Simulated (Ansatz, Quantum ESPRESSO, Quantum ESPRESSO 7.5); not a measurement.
**Band edges of 2H-CrSSe, 1 layer under strain**

Wanted: deformation of the bands of 2H-CrSSe, 1 layer, driven from Python.

Program: Quantum ESPRESSO 7.5. Level of theory: plane-wave DFT, PBE, GBRV ultrasoft pseudopotentials (geometry by Ansatz 0.2.0 with PAW datasets; geometry under PBE). Results are calculated unless marked as measured.

This is a report of a sequence of runs, with most program output left out.

### 1. The starting structure

The cell holds 3 atoms: 1 Se, 1 Cr and 1 S. Cell: a = 3.125 Å, b = 3.125 Å, c = 18.148 Å, α = 90.0°, β = 90.0°, γ = 120.0°. It derives from CrSSe. Vacuum lies along c.

This sheet is a model structure: its symmetry is held, and its stability is not tested here.

### 2. Geometry from Ansatz

The geometry comes first, from a plane-wave PAW code, so that the later runs on this slab share one structure.

input.yaml

```yaml
crystal:
  lattice:
    - [3.125, 0.0, 0.0]
    - [-1.5625, 2.7063293868, 0.0]
    - [0.0, 0.0, 18.1484613491]
  atoms:
    - { symbol: Se, position: [0.3333333333, 0.6666666667, 0.4132581741] }
    - { symbol: Cr, position: [0.0, 0.0, 0.5062898443] }
    - { symbol: S, position: [0.3333333333, 0.6666666667, 0.5867418259] }
kpoints:
  mp_grid: { grid: [12, 12, 1] }
hamiltonian:
  xc: pbe
scf:
  occupations: { method: fermi_dirac, width: 0.05 }
  convergence: { dr2_threshold: 1.0e-08 }
efield:
  axis: 3
  dipole_correction: true
  ramp_position: 0.97
  ramp_width: 0.04
relax:
  f_tol: 0.01
  cell: { fix: [c, alpha, beta] }
output:
  write_potential: true
  write_density: true
  volumetric_format: npy
```

Run with:

```bash
$ ansatz run input.yaml --threads 2 --pin off --max-ram 4096MiB --backend cpu --events-out ev --progress --plain --runs-dir out
```

Run time: 18 s. Hardware: 2 threads of Arm Neoverse V2, shared host; peak memory 0.42 GiB.

The steps of the relaxation:

| step | energy less that of the first step (eV) | largest force component (eV/Å) | pressure (GPa) | volume (Å³) |
| --- | --- | --- | --- | --- |
| 1 | 0.0000 | 0.9459 | -1.33 | 153.49 |
| 2 | -0.0348 | 0.2998 | -0.05 | 156.79 |
| 3 | -0.0468 | 0.0466 | -0.14 | 154.06 |
| 4 | -0.0470 | 0.0179 | -0.03 | 153.71 |
| 5 | -0.0471 | 0.0152 | 0.00 | 153.64 |
| 6 | -0.0471 | 0.0001 | 0.00 | 153.64 |
| 7* | -0.0471 | 0.0002 | 0.00 | 153.64 |

Relaxation steps marked * repeat the geometry before them on a plane-wave basis chosen anew for their cell, so energy and pressure can jump there.

| cell as run | before | after | change |
| --- | --- | --- | --- |
| a (Å) | 3.125 | 3.127 | +0.1 % |
| b (Å) | 3.125 | 3.127 | +0.1 % |

The atoms that moved most (Å, along periodic axes as changes of fractional coordinates times the final cell, across vacuum about the mean position):

| atom | dx | dy | dz | length |
| --- | --- | --- | --- | --- |
| Se1 | 0.000 | 0.000 | 0.061 | 0.061 |
| S3 | 0.000 | 0.000 | -0.047 | 0.047 |
| Cr2 | 0.000 | 0.000 | -0.014 | 0.014 |

Final coordinates:

```
Se Cr S
1.0
     3.12657    0.00000    0.00000
    -1.56329    2.70769    0.00000
     0.00000    0.00000   18.14846
Se Cr S
1 1 1
Direct
  0.33333 0.66667 0.41662
  0.00000 0.00000 0.50552
  0.33333 0.66667 0.58415
```

Read from the output:

| Quantity | Value |
| --- | --- |
| free energy | -9750.5952 eV |
| Fermi energy | 0.3463 eV |
| gap by band count | 0.8308 eV |
| symmetry operations | 6 |
| dipole along the normal | -0.03922 e·Å |
| vacuum level at the upper face over a Fermi level inside the gap | 5.538 eV |
| vacuum level at the lower face over a Fermi level inside the gap | 4.700 eV |

### 3. The script

Under ESM bc1 levels count from the vacuum, or from the mean of the two vacuum levels where the sheet has a dipole, so band edges at unlike strains can be compared.

Level of this step: plane-wave DFT, PBE, GBRV ultrasoft pseudopotentials (Quantum ESPRESSO 7.5).

run.py

```python
import json
import numpy as np
from ase import Atoms
from ase.calculators.espresso import Espresso, EspressoProfile

profile = EspressoProfile(command='mpirun -n 2 pw.x -nk 2', pseudo_dir='../pseudo')
pseudopotentials = {'Cr': 'cr_pbe_v1.5.uspp.F.UPF', 'S': 's_pbe_v1.4.uspp.F.UPF', 'Se': 'se_pbe_v1.uspp.F.UPF'}
system = {'ecutwfc': 40, 'ecutrho': 200, 'occupations': 'smearing', 'smearing': 'fd', 'degauss': 0.002}


def calculator(name, kpts, **extra):
    data = dict(control=dict(tprnfor=True, verbosity='high', disk_io='none'),
                system=system | extra,
                electrons=dict(conv_thr=1e-09, mixing_beta=0.4, mixing_mode='plain',
                               electron_maxstep=100))
    return Espresso(profile=profile, directory=name, pseudopotentials=pseudopotentials, kpts=kpts, input_data=data)


def centre(atoms):
    z = atoms.positions[:, 2]
    atoms.positions[:, 2] -= (z.max() + z.min()) / 2  # ESM wants the slab about z = 0
    return atoms

sheet = Atoms(
    ['Se', 'Cr', 'S'],
    scaled_positions=[
        [0.3333333333, 0.6666666667, 0.4166202753],
        [0.0000000000, 0.0000000000, 0.5055150841],
        [0.3333333333, 0.6666666667, 0.5841544849]],
    cell=[
        [3.126570256749, 0.000000000000, 0.000000000000],
        [-1.563285128374, 2.707689269061, 0.000000000000],
        [0.000000000000, 0.000000000000, 18.148461349100]],
    pbc=True)

rows = []
for strain in [-0.03, -0.015, 0.0, 0.015, 0.03]:
    atoms = sheet.copy()
    atoms.set_cell(sheet.cell.array * [[1 + strain], [1 + strain], [1]], scale_atoms=True)
    atoms = centre(atoms)
    atoms.calc = calculator(f's{strain:+.3f}', (12, 12, 1), assume_isolated='esm', esm_bc='bc1', nbnd=17)
    energy = atoms.get_potential_energy()
    levels = np.array([atoms.calc.get_eigenvalues(kpt=i) for i in range(len(atoms.calc.get_ibz_k_points()))])
    top, bottom = levels[:, 12].max(), levels[:, 13].min()
    direct = (levels[:, 13] - levels[:, 12]).min()
    rows.append([strain, energy, top, bottom, direct])
    print(f'strain {strain:+.3f}: E = {energy:.5f} eV, valence top {top:.3f}, conduction bottom {bottom:.3f}, '
          f'gap {bottom - top:.3f}, least direct gap {direct:.3f} eV')

x, energy, top, bottom, direct = np.array(rows).T
area = np.linalg.norm(np.cross(*sheet.cell[:2]))
stiffness = np.polyfit(x, energy, 2)[0] / area * 16.0218  # C11 + C12, heights clamped
print(f'valence and conduction edges move by {np.polyfit(x, top, 1)[0]:.2f} and {np.polyfit(x, bottom, 1)[0]:.2f} eV per unit biaxial strain')
print(f'C11 + C12 with clamped heights: {stiffness:.1f} N/m')
json.dump(dict(rows=rows, stiffness=stiffness), open('result.json', 'w'))
```

Run with:

```bash
$ OMP_NUM_THREADS=1 python run.py
```

It took 3.5 min on 2 MPI ranks; peak memory 0.34 GiB; 6.9 min of CPU time.

This step gave:

- biaxial stiffness: 163.5 N/m

Table of band edge from the vacuum level by biaxial strain:

| biaxial strain (%) | valence top (eV) | conduction bottom (eV) |
| --- | --- | --- |
| -3.00 | -5.46 | -4.45 |
| -1.50 | -5.52 | -4.59 |
| 0.00 | -5.56 | -4.73 |
| 1.50 | -5.53 | -4.85 |
| 3.00 | -5.51 | -4.97 |

Table of gap by biaxial strain:

| biaxial strain (%) | on the mesh (eV) | least direct (eV) |
| --- | --- | --- |
| -3.00 | 1.01 | 1.01 |
| -1.50 | 0.928 | 0.928 |
| 0.00 | 0.831 | 0.853 |
| 1.50 | 0.680 | 0.788 |
| 3.00 | 0.545 | 0.730 |

Energy over the lowest against biaxial strain:

| biaxial strain (%) | energy over the lowest (meV) |
| --- | --- |
| -3.00 | 83.1 |
| -1.50 | 19.9 |
| 0.00 | 0 |
| 1.50 | 18.9 |
| 3.00 | 72.3 |

### 4. The script: vdW-DF-cx, GBRV ultrasoft

Level of this step: plane-wave DFT, vdW-DF-cx, GBRV ultrasoft pseudopotentials made under PBE (Quantum ESPRESSO 7.5). input_dft overrides the functional of the files.

run.py, as its differences from the input of step 3:

```diff
@@ -7,3 +7,3 @@
 pseudopotentials = {'Cr': 'cr_pbe_v1.5.uspp.F.UPF', 'S': 's_pbe_v1.4.uspp.F.UPF', 'Se': 'se_pbe_v1.uspp.F.UPF'}
-system = {'ecutwfc': 40, 'ecutrho': 200, 'occupations': 'smearing', 'smearing': 'fd', 'degauss': 0.002}
+system = {'ecutwfc': 40, 'ecutrho': 200, 'input_dft': 'vdw-df-cx', 'occupations': 'smearing', 'smearing': 'fd', 'degauss': 0.002}
```

Run with:

```bash
$ OMP_NUM_THREADS=1 python run.py
```

The job ended after 5.7 min (2 MPI ranks; peak memory 0.36 GiB).

Read from the output:

- biaxial stiffness: 159.0 N/m

Table of band edge from the vacuum level by biaxial strain:

| biaxial strain (%) | valence top (eV) | conduction bottom (eV) |
| --- | --- | --- |
| -3.00 | -5.60 | -4.59 |
| -1.50 | -5.66 | -4.73 |
| 0.00 | -5.69 | -4.86 |
| 1.50 | -5.67 | -4.99 |
| 3.00 | -5.65 | -5.10 |

Gap against biaxial strain:

| biaxial strain (%) | on the mesh (eV) | least direct (eV) |
| --- | --- | --- |
| -3.00 | 1.02 | 1.02 |
| -1.50 | 0.930 | 0.930 |
| 0.00 | 0.831 | 0.855 |
| 1.50 | 0.679 | 0.788 |
| 3.00 | 0.544 | 0.730 |

Energy over the lowest against biaxial strain:

| biaxial strain (%) | energy over the lowest (meV) |
| --- | --- |
| -3.00 | 25.9 |
| -1.50 | 0 |
| 0.00 | 16.1 |
| 1.50 | 70.0 |
| 3.00 | 158 |

### 5. Running the series, with pools = 64

One more run, with a changed input.

Level of this step: plane-wave DFT, PBE, GBRV ultrasoft pseudopotentials (Quantum ESPRESSO 7.5).

run.py, as its differences from the input of step 3:

```diff
@@ -5,3 +5,3 @@
 
-profile = EspressoProfile(command='mpirun -n 2 pw.x -nk 2', pseudo_dir='../pseudo')
+profile = EspressoProfile(command='mpirun -n 2 pw.x -nk 64', pseudo_dir='../pseudo')
 pseudopotentials = {'Cr': 'cr_pbe_v1.5.uspp.F.UPF', 'S': 's_pbe_v1.4.uspp.F.UPF', 'Se': 'se_pbe_v1.uspp.F.UPF'}
@@ -14,3 +14,3 @@
                 electrons=dict(conv_thr=1e-09, mixing_beta=0.4, mixing_mode='plain',
-                               electron_maxstep=100))
+                               electron_maxstep=60))
     return Espresso(profile=profile, directory=name, pseudopotentials=pseudopotentials, kpts=kpts, input_data=data)
@@ -36,3 +36,3 @@
 rows = []
-for strain in [-0.03, -0.015, 0.0, 0.015, 0.03]:
+for strain in [-0.03, -0.015, 0.0]:
     atoms = sheet.copy()
```

Run with:

```bash
$ OMP_NUM_THREADS=1 python run.py
```

The job ended after 2 s (2 MPI ranks; peak memory 0.16 GiB).

The program refused the input before any cycle.

The fault put into the input: more pools than k-points or ranks (pools = 64).

The number of pools must divide the number of ranks; pools beyond the number of k-points stand idle.

### 6. Worked from the printed numbers

Under equal strain ε in the plane, E = A (C11 + C12) ε². From the points at ±1.5 %: d²E/dε² = (19.88 + 18.87 − 2 × 0.00) meV / 0.015² = 172 eV, and 172/(2 × 8.466 Å²) × 16.02 = 163 N/m.

### 7. Summary of results

| Item | Value |
| --- | --- |
| C11 + C12, heights clamped, PBE, GBRV ultrasoft | 164 N/m |
| gap on the mesh at zero strain, PBE, GBRV ultrasoft | 0.83 eV |
| valence top below the mean of the two vacuum levels at zero strain, PBE, GBRV ultrasoft | 5.56 eV |
| shift of the conduction bottom per unit biaxial strain, PBE, GBRV ultrasoft | -8.7 eV |
| C11 + C12, heights clamped, vdW-DF-cx, GBRV ultrasoft (made under PBE) | 159 N/m |
| gap on the mesh at zero strain, vdW-DF-cx, GBRV ultrasoft (made under PBE) | 0.83 eV |
| valence top below the mean of the two vacuum levels at zero strain, vdW-DF-cx, GBRV ultrasoft (made under PBE) | 5.69 eV |
| shift of the conduction bottom per unit biaxial strain, vdW-DF-cx, GBRV ultrasoft (made under PBE) | -8.6 eV |

**Reading.** The sheet's biaxial stiffness comes to 164 N/m and its gap at zero strain to 0.83 eV (PBE, GBRV ultrasoft). From −3 % to +3 % the gap on the mesh goes from 1.01 to 0.55 eV; it is direct at some strains and indirect at others. The valence top bends along the series, so the script's straight-line slope describes it poorly. Heights are clamped under strain, which makes a sheet with several atomic planes too stiff. Zero strain is the PBE cell; under vdW-DF-cx the energy is lowest near -1.3 %, so its stiffness is taken away from its own minimum. Semilocal gaps are too small. The sheet carries a dipole, so the two faces have unlike vacuum levels and the zero lies between them. Spin-orbit coupling is left out; depending on the atoms that carry the levels of interest, it can split and shift them by tens to hundreds of meV.

[Logs are printed without paths, hosts, clocks, repeated set-up lines and the standing remarks that a program may print on its own settings, such as how far it seeks lower states.]

[Hosts, paths, dates, database ids (printed as entryN), source tags and the programs' standing remarks are cut or masked in the printed files.]

[Maps of the electrostatic potential energy from Ansatz leave out the sawtooth potential of an applied field or a dipole correction, so their vacuum need not be flat; planar profiles and work functions include it.]
